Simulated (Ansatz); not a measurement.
## LaPb3 (Pm-3m): electron–phonon coupling and resistivity

Aim: how strongly do electrons couple to phonons in LaPb3 (Pm-3m), and what resistivity does that give?

Main program and level: Ansatz 0.2.0; DFT PBEsol, scalar-relativistic, plane waves, PAW; PAW set soft_1.

### 1. The structure

It takes space group Pm-3m (No. 221, cubic). Conventional cell: a = 4.893 Å, b = 4.893 Å, c = 4.893 Å, α = 90.00°, β = 90.00°, γ = 90.00°. La has 12 Pb at 3.46 Å nearest. Nearest to Pb lie 4 La at 3.46 Å and 8 Pb at 3.46 Å. Farther neighbours are not listed.

### 2. Relaxing cell and atoms

The structure is brought to rest under this functional.

File input.yaml:

```yaml
crystal:
  lattice:
    - [4.893, 0.0, 0.0]
    - [0.0, 4.893, 0.0]
    - [0.0, 0.0, 4.893]
  atoms:
    - { symbol: La, position: [0.0, 0.0, 0.0] }
    - { symbol: Pb, position: [0.0, 0.5, 0.5] }
    - { symbol: Pb, position: [0.5, 0.0, 0.5] }
    - { symbol: Pb, position: [0.5, 0.5, 0.0] }
kpoints:
  mp_grid: { grid: [6, 6, 6] }
hamiltonian:
  xc: pbesol
  pseudopotentials: { kind: paw, azcp: { folder: soft_1 }, xc_functional: pbe }
scf:
  occupations: { method: gaussian, width: 0.1 }
output:
  forces: true
  stress: true
  eigenvalues: true
relax:
  adjacent_minimum: "off"
  f_tol: 0.005
  max_steps: 80
  cell: { stress_tol: 0.05 }
```

Command:

```
$ ansatz run input.yaml --threads 16 --pin off --max-ram 92160MiB --backend cuda --events-out ev --progress --plain --runs-dir out --max-vram 78GiB
```

Numbers of over 12 decimals in the logs are rounded to 6 here.

The program printed:

```text
Engine: ansatz 0.2.0, aarch64-unknown-linux-gnu
Pseudopotentials: kind: paw
Pseudopotential: La, paw, valence charge 11, recommended cutoff 420 eV (normal), soft_1/La.paw.azcp
Pseudopotential: Pb, paw, valence charge 14, recommended cutoff 420 eV (normal), soft_1/Pb.paw.azcp
Functional definition: PBEsol
  exchange = pbesol_x
  correlation = pbesol_c
[...]
Crystal: 4 atoms, lattice volume = 117.146 Å³
Basis set: ecut = 420 eV, 2301 PW (Γ), exchange–correlation on 72×72×72 points (8 copies of the dense FFT grid, shifted against one another)
Bands: 32, of which v1, the nominal top of the filled ones, is band 27 counted from 1 (26 counted from 0)
Symmetry: 48 space group operations
Space group: Pm-3m (ITA 221), of the structure as read, at distance tolerance 4.9e-5 Å
k-points: 20 of 216
Non-local potential: La, projectors of the file, l = 0: 3, l = 1: 2, l = 2: 2, l = 3: 3
Non-local potential: Pb, projectors of the file, l = 0: 2, l = 1: 2, l = 2: 2, l = 3: 1
PAW form: soft (Blöchl's): semilocal exchange-correlation on the pseudo side does not see the compensation charge
PAW frozen core: La, regenerated for the run's functional, and the local potential with it (the file was generated under x = pbe(κ = 0.804, μ = 0.219515), c = pbe(β = 0.066725))
PAW frozen core: Pb, regenerated for the run's functional, and the local potential with it (the file was generated under x = pbe(κ = 0.804, μ = 0.219515), c = pbe(β = 0.066725))
PAW one-centre angular grid: La, 590 points (default); XC on 64 Gauss nodes
PAW one-centre angular grid: Pb, 590 points (default); XC on 64 Gauss nodes
Initial density: superposition of atomic densities (chi_scale 0.1, normalization cell, long waves kept (reshape's long-wave potential 0.00 eV rms))
Initial wavefunctions: pseudopotential atomic-orbital guess
[...]
Functional: x = pbesol(κ = 0.804, μ = 0.123457), c = pbesol(β = 0.046)
[...]
SCF iter   1: F=—  HF=-41439.853942 eV  |F-HF|=—  |Δ(HF+E_count)|=         —  Δρ=1.63e-1  dr2=6.65e1  ethr=3.10e-3  ⟨swp⟩=6.6  Hψ=5307  notcnv=0
automatic band count: the SCF goes on with 37 bands, as 32 were too few: the levels above may hold too much charge
preconditioner: auto → Kerker (q_TF=auto, 2.390 Å⁻¹)  [metal: Δε(μ)=0.023 eV  Ē_g=11.976 eV  σ=0.100 eV  W_gap=0.13  n_scr=26 (ndim 8)  ℏωp=24.5 eV  f_vac=0.000  D(μ)=20.56/eV (n_scr^D=364)]
SCF iter   2: F=—  HF=-41436.889171 eV  |F-HF|=—  |Δ(HF+E_count)|=    2.96e0  Δρ=9.04e-2  dr2=2.20e1  ethr=3.10e-3  ⟨swp⟩=4.0  Hψ=1597  notcnv=0
[...]
SCF iter  10: F=-41434.901815 eV  HF=-41434.901815 eV  |F-HF|=3.70e-9  |Δ(HF+E_count)|=   9.94e-7  Δρ=2.74e-6  dr2=8.37e-9  ethr=1.89e-10  ⟨swp⟩=5.2  Hψ=4753  notcnv=0
SCF 1 converged in 10 iterations: F = -41434.901815 eV  dr2 = 8.37e-9
  greatest PAW one-centre occupation: 0.978 electrons in one spin orbital (limit 2), on the Pb atom at site 2 (counted from 0), in its partial waves of l = 2
relax step   1: F+E_penalty+E_count = -41434.90181516 eV  Δ(F+E_penalty+E_count) = +0.000e0 eV  max|allowed force component| = 5.928e-24 eV/Å  Δτ_max = 0.0000 Å  P = -0.395 GPa  Ω = 117.146 Å³  (10 SCF iters, dr2 threshold 1.00e-7 eV, accepted)
[...]
Crystal: 4 atoms, lattice volume = 115.932 Å³
Bands: 37, of which v1, the nominal top of the filled ones, is band 27 counted from 1 (26 counted from 0)
[...]
iter 1 solved again at ethr=2.83e-6 eV; its pass at ethr=3.10e-3 eV (dr2=1.50e-3 eV) is discarded
SCF iter   1: F=—  HF=-41434.903203 eV  |F-HF|=—  |Δ(HF+E_count)|=         —  Δρ=6.00e-4  dr2=1.82e-3  ethr=2.83e-6  ⟨swp⟩=2.8  Hψ=3868  notcnv=0
preconditioner: auto → Resta (q_TF=auto, 2.395 Å⁻¹)  ε∞=3.7  [insulator: Δε(μ)=0.140 eV  Ē_g=14.865 eV  σ=0.100 eV  W_gap=0.65  n_scr=26 (ndim 8)  ℏωp=24.6 eV  f_vac=0.000  D(μ)=1.76/eV (n_scr^D=6)  ε∞_Penn≈3.7]
SCF iter   2: F=—  HF=-41434.902840 eV  |F-HF|=—  |Δ(HF+E_count)|=   3.63e-4  Δρ=2.73e-4  dr2=1.49e-4  ethr=2.83e-6  ⟨swp⟩=2.0  Hψ=892  notcnv=0
[...]
SCF iter   4: F=-41434.902820 eV  HF=-41434.902820 eV  |F-HF|=4.31e-8  |Δ(HF+E_count)|=   5.62e-6  Δρ=1.69e-5  dr2=2.54e-7  ethr=7.35e-10  ⟨swp⟩=6.3  Hψ=4852  notcnv=0
SCF 2 converged in 4 iterations: F = -41434.902820 eV  dr2 = 2.54e-7
relax step   2: F+E_penalty+E_count = -41434.90281962 eV  Δ(F+E_penalty+E_count) = -1.004e-3 eV  max|allowed force component| = 8.789e-25 eV/Å  Δτ_max = 0.0000 Å  P = +0.179 GPa  Ω = 115.932 Å³  energy of the carried Pulay correction = +1.649e-4 eV  (4 SCF iters, dr2 threshold 3.90e-7 eV, accepted)
[...]
Crystal: 4 atoms, lattice volume = 116.308 Å³
[...]
iter 1 solved again at ethr=2.75e-7 eV; its pass at ethr=3.10e-3 eV (dr2=1.46e-4 eV) is discarded
[...]
SCF iter   4: F=-41434.902974 eV  HF=-41434.902974 eV  |F-HF|=1.59e-9  |Δ(HF+E_count)|=   5.29e-7  Δρ=4.16e-6  dr2=1.38e-8  ethr=1.50e-10  ⟨swp⟩=5.1  Hψ=4423  notcnv=0
SCF 3 converged in 4 iterations: F = -41434.902974 eV  dr2 = 1.38e-8
  greatest PAW one-centre occupation: 0.978 electrons in one spin orbital (limit 2), on the Pb atom at site 3 (counted from 0), in its partial waves of l = 2
relax step   3: F+E_penalty+E_count = -41434.90297431 eV  Δ(F+E_penalty+E_count) = -1.547e-4 eV  max|allowed force component| = 8.606e-25 eV/Å  Δτ_max = 0.0000 Å  P = -0.002 GPa  Ω = 116.308 Å³  energy of the carried Pulay correction = +1.137e-4 eV  (4 SCF iters, dr2 threshold 7.98e-8 eV, accepted)
[...]
iter 1 solved again at ethr=6.53e-8 eV; its pass at ethr=3.10e-3 eV (dr2=3.46e-5 eV) is discarded
SCF iter   1: F=—  HF=-41434.902748 eV  |F-HF|=—  |Δ(HF+E_count)|=         —  Δρ=8.93e-6  dr2=2.38e-8  ethr=6.53e-8  ⟨swp⟩=3.3  Hψ=5223  notcnv=0
[...]
SCF iter   2: F=—  HF=-41434.902871 eV  |F-HF|=—  |Δ(HF+E_count)|=   1.23e-4  Δρ=4.71e-6  dr2=6.59e-9  ethr=4.49e-11  ⟨swp⟩=3.0  Hψ=1396  notcnv=0
SCF iter   3: F=—  HF=-41434.902871 eV  |F-HF|=—  |Δ(HF+E_count)|=   7.65e-9  Δρ=8.47e-7  dr2=8.90e-10  ethr=1.24e-11  ⟨swp⟩=2.0  Hψ=1268  notcnv=0
SCF iter   4: F=—  HF=-41434.902871 eV  |F-HF|=—  |Δ(HF+E_count)|=  3.64e-11  Δρ=1.98e-7  dr2=6.06e-11  ethr=1.68e-12  ⟨swp⟩=2.0  Hψ=1245  notcnv=0
SCF iter   5: F=-41434.902871 eV  HF=-41434.902871 eV  |F-HF|=7.28e-12  |Δ(HF+E_count)|=  7.28e-12  Δρ=8.18e-8  dr2=6.92e-12  ethr=1.00e-12  ⟨swp⟩=5.3  Hψ=3134  notcnv=0
SCF 4 converged in 5 iterations: F = -41434.902871 eV  dr2 = 6.92e-12
relax step   4: F+E_penalty+E_count = -41434.90287093 eV  Δ(F+E_penalty+E_count) = +1.034e-4 eV  max|allowed force component| = 6.605e-28 eV/Å  Δτ_max = 0.0000 Å  P = -0.002 GPa  Ω = 116.308 Å³  stress off target by 2.49e-3 GPa  SCF on the basis re-selected at this cell (its energy is not comparable with the rows above)  (5 SCF iters)
basis re-selected at this cell: Δ(F+E_penalty+E_count) = +1.034e-4 eV, ΔP = -0.000 GPa vs the last step (what re-selecting the basis moved, of the pressure what is left beyond the Pulay correction that the steps carried, after the strain that the cell walked since its last selection, with what the two solves' SCF thresholds leave and, on support functions, any second-order correction that the steps lacked; it is no m [...]
SCF converged after 5 iterations
Free energy (F): -41434.902871 eV
Harris-Foulkes:  -41434.902871 eV  (|F-HF|=7.28e-12)
Internal energy: -41434.893945 eV  (E = F + TS)
E sigma→0 (E₀):  -41434.898408 eV
Entropy (-TS):   -0.008926 eV (-2.232 meV/atom)
Fermi energy:    12.407518 eV
--- Per-component energies (eV) ---
  E_band       = -82.477735
  E_kinetic    = 1071.177639
  E_local      = -3147.716488  (includes V_loc(G=0)·N_el)
  E_nonlocal   = 1012.703330
  E_hartree    = 1218.745832
  E_xc         = -754.352211
  E_vxc        = -559.580126  (∫ρ·V_xc dr)
  E_paw        = -36064.340396  (= ΣΔE_a)
  E_vpaw       = -896.553742  (= ΣTr[D̂ρ^β])
  E_aug_tail   = -0.000030  (compensation charges beyond the density's cutoff)
  E_ewald      = -4771.467168
  E_core_change = 0.355547  (= ΣΔE_core)
  E_smearing   = -0.008926  (= −TS)
  E_closure    = 0.000000  (closes the sum)
  Σ components = -41434.902871   (vs F -41434.902871, Δ=0.00e0)
--- Forces (eV/Å), atoms counted from 1 ---
  atom   1  La     0.00000000    -0.00000000    -0.00000000
  atom   2  Pb    -0.00000000    -0.00000000    -0.00000000
  atom   3  Pb    -0.00000000    -0.00000000     0.00000000
  atom   4  Pb     0.00000000    -0.00000000    -0.00000000
  max |Σ_I F_I| component: 4.12e-28 eV/Å
--- Stress (GPa, compression-positive) ---
       -0.002492       0.000000      -0.000000
        0.000000      -0.002492       0.000000
       -0.000000      -0.000000      -0.002492
  P = ⅓ Tr σ = -0.0025 GPa (-0.025 kbar)
--- Band table (eV; the first three rows and the last of 20) ---
  k-point 0: bands = [... 23 lower, 9.9393, 9.9393, 13.1485, 13.1485, 13.1485, 13.9268, 13.9268, 14.0843, ... 6 higher]
  k-point 1: bands = [... 23 lower, 9.9567, 10.3253, 12.0954, 12.7393, 12.7393, 14.0247, 14.0815, 14.1088, ... 6 higher]
  k-point 2: bands = [... 23 lower, 9.9445, 11.0006, 11.2562, 12.4543, 12.4543, 13.9241, 14.0795, 14.1274, ... 6 higher]
  k-point 19: bands = [... 23 lower, 9.7554, 9.7554, 9.7554, 13.9730, 13.9730, 13.9730, 14.0842, 14.0842, ... 6 higher]
--- Relaxed structure (3 steps of the walk, 3 accepted, 1 SCFs on fresh bases) ---
  F+E_penalty+E_count = -41434.90287093 eV   max|allowed force component| = 6.605e-28 eV/Å   (the final SCF, on the basis selected at the relaxed cell)
  cell:  # Å, volume = 116.3076 Å³
    - [4.881305, 0, 0]
    - [0, 4.881305, 0]
    - [0, 0, 4.881305]
  atoms:
    - { symbol: La, position: [0, 0, 0] }
    - { symbol: Pb, position: [0, 0.5, 0.5] }
    - { symbol: Pb, position: [0.5, 0, 0.5] }
    - { symbol: Pb, position: [0.5, 0.5, 0] }
```

Run time: 2.5 s. Hardware: 1 × NVIDIA GB200 with 16 threads of Arm Neoverse V2, shared host; peak memory 1.1 GiB; 5.1 s of CPU time.

The steps of the relaxation:

```csv
step,energy less that of the first step (eV),largest force component (eV/Å),pressure (GPa),volume (Å³)
1,0.0000,0.0000,-0.39,117.15
2,-0.0010,0.0000,0.18,115.93
3,-0.0012,0.0000,0.00,116.31
4*,-0.0011,0.0000,0.00,116.31
```

Relaxation steps marked * repeat the geometry before them on a plane-wave basis chosen anew for their cell, so energy and pressure can jump there.

Forces are held to the 48 operations that the run works with; a distortion that breaks them can't arise in this run.

```csv
"conventional cell, symmetrised",before,after,change
a (Å),4.893,4.881,-0.2 %
b (Å),4.893,4.881,-0.2 %
c (Å),4.893,4.881,-0.2 %
volume (Å³/atom),29.29,29.08,-0.7 %
```

The relaxed structure:

```xyz
4
Lattice="4.8813 0.0000 0.0000 0.0000 4.8813 0.0000 0.0000 0.0000 4.8813" Properties=species:S:1:pos:R:3 pbc="T T T"
La    0.0000    0.0000    0.0000
Pb    0.0000    2.4407    2.4407
Pb    2.4407    0.0000    2.4407
Pb    2.4407    2.4407    0.0000
```

This step gave:

```yaml
pressure: -0.002492 GPa
volume_per_atom: 29.08 Å³/atom
metallic_on_mesh: yes
gap_on_the_k_mesh: 0 eV
```

The largest force is now zero by symmetry and the largest stress component 0.0025 GPa, small enough for phonons.

### 3. Resistivity: q 2×2×2, k 4×4×4, scattering 8×8×8

Phonons, couplings and the Boltzmann equation in one run.

File input.yaml:

```yaml
crystal:
  lattice:
    - [4.8813053688, 0.0, 0.0]
    - [0.0, 4.8813053688, 0.0]
    - [0.0, 0.0, 4.8813053688]
  atoms:
    - { symbol: La, position: [0.0, 0.0, 0.0] }
    - { symbol: Pb, position: [0.0, 0.5, 0.5] }
    - { symbol: Pb, position: [0.5, 0.0, 0.5] }
    - { symbol: Pb, position: [0.5, 0.5, 0.0] }
kpoints:
  mp_grid: { grid: [4, 4, 4] }
hamiltonian:
  xc: pbesol
  pseudopotentials: { kind: paw, azcp: { folder: soft_1 }, xc_functional: pbe }
scf:
  occupations: { method: methfessel_paxton, width: 0.2 }
output:
  eigenvalues: true
phonons:
  method: dfpt
  qmesh: [2, 2, 2]
  temperatures: { t_max: 1000, t_step: 50 }
  qpath:
    path:
      - [[0.0, 0.0, 0.0], [0.0, 0.5, 0.0], [0.5, 0.5, 0.0], [0.0, 0.0, 0.0], [0.5, 0.5, 0.5], [0.0, 0.5, 0.0]]
      - [[0.5, 0.5, 0.5], [0.5, 0.5, 0.0]]
    npoints: 6
  electrical_resistivity:
    mesh: [8, 8, 8]
    temperatures: [20.0, 50.0, 80.0, 100.0, 150.0, 200.0, 273.0, 300.0, 400.0, 500.0, 600.0, 800.0]
  superconductivity: { mesh: [8, 8, 8] }
```

The program printed:

```text
[...]
Crystal: 4 atoms, lattice volume = 116.308 Å³
Basis set: ecut = 420 eV, 2301 PW (Γ), exchange–correlation on 72×72×72 points (8 copies of the dense FFT grid, shifted against one another)
Bands: 32, of which v1, the nominal top of the filled ones, is band 27 counted from 1 (26 counted from 0)
Symmetry: 48 space group operations
k-points: 10 of 64
[...]
SCF iter   1: F=—  HF=-41439.813765 eV  |F-HF|=—  |Δ(HF+E_count)|=         —  Δρ=1.59e-1  dr2=6.36e1  ethr=3.10e-3  ⟨swp⟩=5.9  Hψ=2615  notcnv=0
[...]
SCF iter   2: F=—  HF=-41436.974268 eV  |F-HF|=—  |Δ(HF+E_count)|=    2.84e0  S|Δr|=    0.00e0  Δρ=9.65e-2  dr2=2.44e1  ethr=3.10e-3  ⟨swp⟩=4.0  Hψ=788  notcnv=0  defer=2
[...]
SCF iter  13: F=-41434.758216 eV  HF=-41434.758216 eV  |F-HF|=1.46e-11  |Δ(HF+E_count)|=  3.64e-11  S|Δr|=    0.00e0  Δρ=4.23e-8  dr2=2.08e-12  ethr=1.00e-12  ⟨swp⟩=5.6  Hψ=1948  notcnv=0
SCF 1 converged in 13 iterations: F = -41434.758216 eV  dr2 = 2.08e-12
[...]
phonons: the bands overlap, so this run is a metal and interpolates without the dipole-dipole term. If the crystal is really an insulator or semiconductor, its LO-TO splitting is missing
[...]
NSCF: frozen V_eff on 10 k-points
[...]
DFPT response loops at q = (0, 0, 0) (fractional): preconditioner auto → Kerker (q_TF=auto, 2.393 Å⁻¹) (partly filled bands, converged f_vac=0.000); β = 1.00, the filter's whole step (`scf.mixing.beta` (0.50) is not read by the response loops under this deck's `scf.mixing.preconditioner`; to damp them name `kerker` or `kerker_dos`, under which they read `scf.mixing.beta`, and type it under 1.00, their step now; both keys bind the ground state too); Anderson in place of MSR1; while a model of the screening serves, it and β = 1 on shorter waves in the place of filter and β
[...]
Bands: 37, of which v1, the nominal top of the filled ones, is band 27 counted from 1 (26 counted from 0)
[...]
SCF 2 converged in 13 iterations: F = -41434.758216 eV  dr2 = 2.12e-12
[...]
SCF converged after 13 iterations
[...]
mean free path at 50 K (of a tensor a third of its trace): 68.1 nm by what each carries, 60.4 by the Fermi surface alone
  Hall coefficient in a weak field at 50 K (a third of the trace): 3.905e-11 m³/C (how far it moves between the two finest meshes is not known); by each state's relaxation time: 4.227e-11 m³/C; by a constant relaxation time: 2.149e-11 m³/C
[...]
the resistivity times a path that all electrons share, by the Fermi surface of the deck's mesh alone (a third of the trace): 1.158e-15 Ω·m²
  not converged in the mesh (λ; λ_tr; the resistivity at 50 K by 6.36 %; the resistivity at 80 K by 7.32 %; the resistivity at 100 K by 8.19 %; the resistivity at 150 K by 8.80 %; the resistivity at 200 K by 7.59 %; the resistivity at 273 K by 5.25 %; the resistivity at 300 K by 4.83 %; the resistivity at 600 K by 3.54 %; the resistivity at 800 K by 5.08 %): between neighbouring meshes, the two finest first, λ moves  [...]
  vibrations of 8 cells: unjudged by the run; compare a larger repeat
  the changes of the potential over all sites missed a rigid shift's by 0.00 % (the site terms' by 0.01 %)
  at the force constants' own smearing the fine mesh and the k-points of their solves give squared frequencies that differ by 93.7 % of the larger at the most, at (-0.5, -0.5, -0.5)
--- Superconductivity: potentials and phonons of a 2×2×2 supercell ---
           mesh         λ    ħω_log (meV)  μ* declared at (meV)
          8×8×8    0.5435           7.549                8.502
          4×4×4    0.5768           7.857                8.673
  λ by the species' shares of the modes' patterns: La 0.1253, Pb 0.4182
  with the Fermi level up to 14.9 meV (the hardest mode) off, states and modes as they are: density of states 1.0904 to 1.1486 /eV of one spin and cell, λ 0.5389 to 0.5708
  transition temperature on the deck's mesh (K), isotropic and anisotropic, restricted to the Fermi surface (FSR) and over the full bandwidth (FBW), and the last with the density of states resolved in a narrower window:
        μ*   McMillan   Allen–Dynes      iso. FSR      iso. FBW    aniso. FSR    aniso. FBW  narrow window
      0.08      1.847         1.896         1.781         1.777         1.809         1.806          1.809
      0.10      1.453         1.488         1.365         1.362         1.391         1.389          1.391
      0.12      1.105         1.130         1.011         1.011         1.035         1.036          1.035
      0.13      0.950         0.970         0.857         0.859         0.881         0.882          0.881
      0.14      0.807         0.823         0.719         0.722         0.742         0.744          0.742
      0.16      0.560         0.571         0.488         0.492         0.507         0.511          0.508
      0.20      0.218         0.222         0.185         0.191         0.197         0.203          0.199
  isotope coefficients −∂ln Tc/∂ln M under μ* = 0.13, the force constants as they are, of the isotropic transitions restricted to the Fermi surface and over the full bandwidth: La 0.067 and 0.066, Pb 0.290 and 0.288
  gaps at the Fermi level over the full bandwidth under μ* = 0.1, 0.347 K: 0.095 to 0.281 meV
[...]
not converged in the mesh (λ, the transition temperature): between neighbouring meshes, the two finest first, λ moves by 6.13 % and the anisotropic transition temperature over the full bandwidth at μ* = 0.13 by 42.52 %; converged means that the two finest part by at most 2.00 % and 5.00 %
  vibrations of 8 cells: unjudged by the run; compare a larger repeat
[...]
```

Elapsed: 23 s, on 1 × NVIDIA GB200 with 16 threads; peak memory 4.1 GiB.

In the SCF lines HF is the Harris–Foulkes energy and dr2 the Hartree energy of the density residual, in eV; the loop may stop once dr2 is under the threshold and the program's other checks hold. Hψ counts applications of the Hamiltonian.

Numbers from this step:

| Quantity | Value |
| --- | --- |
| zero point energy | 0.04661 eV/cell |
| share of imaginary modes in the plain interpolation between solved wavevectors | 0 |
| highest frequency, solved or plainly interpolated | 116.7 cm⁻¹ |
| Debye temperature (second moment) | 124 K |
| resistivity at 300 K | 17.25 μΩ cm |
| coupling constant λ | 0.5435 |
| density of states at the Fermi level | 1.099 states/eV a spin and cell |
| log mean phonon energy ħω_log | 7.549 meV |
| transport coupling constant λ_tr | 0.5391, 0.5391, 0.5391 (xx, yy, zz) |
| Drude plasma energy | 6.407, 6.407, 6.407 eV (xx, yy, zz) |
| resistivity times mean free path | 11.58, 11.58, 11.58 × 10⁻¹⁶ Ω m² (xx, yy, zz) |
| second-moment phonon energy ħω₂ | 8.502 meV |

Some points of the scattering mesh along the symmetry lines, up to three branches each (those of largest λ), at most 39 rows; the frequencies are those of the scattering step, which can differ from the solved and plainly interpolated ones; single rows converge slowly. Mode couplings:

```
   q1     q2     q3  branch  ħω (meV)     λ_q  half width (meV)
0.125    0.5      0       1      5.37  0.0599           0.00597
0.125    0.5      0       6      8.69  0.0641            0.0167
0.125    0.5      0       8      9.46  0.0545            0.0168
 0.25   0.25      0       1      3.48  0.0593           0.00248
 0.25   0.25      0       5      7.57  0.0678            0.0134
 0.25   0.25      0       6      7.61  0.0583            0.0117
0.375  0.375  0.375       3      6.09  0.0757           0.00969
0.375  0.375  0.375       4      6.09  0.0757           0.00969
0.375  0.375  0.375       9      9.51  0.0537            0.0168
    0    0.5      0       6      8.98   0.101            0.0282
    0    0.5      0       9      9.51   0.059            0.0184
    0    0.5      0      10      9.68  0.0792            0.0256
  0.5    0.5      0       2      5.76    0.11            0.0126
  0.5    0.5      0       3      5.76    0.11            0.0126
  0.5    0.5      0      10      10.3  0.0866            0.0317
```

The run reports squared frequencies that differ by up to 94 % between the solve mesh and the fine mesh. By its own test the run is not converged in the mesh. λ = 0.543 and 17.2 μΩ cm at 300 K.

[end of part 1 of 2]

[Logs are printed without paths, hosts, clocks, repeated set-up lines and the standing remarks that a program may print on its own settings, such as how far it seeks lower states.]

[Hosts, paths, dates, database ids (printed as entryN), source tags and the programs' standing remarks are cut or masked in the printed files.]
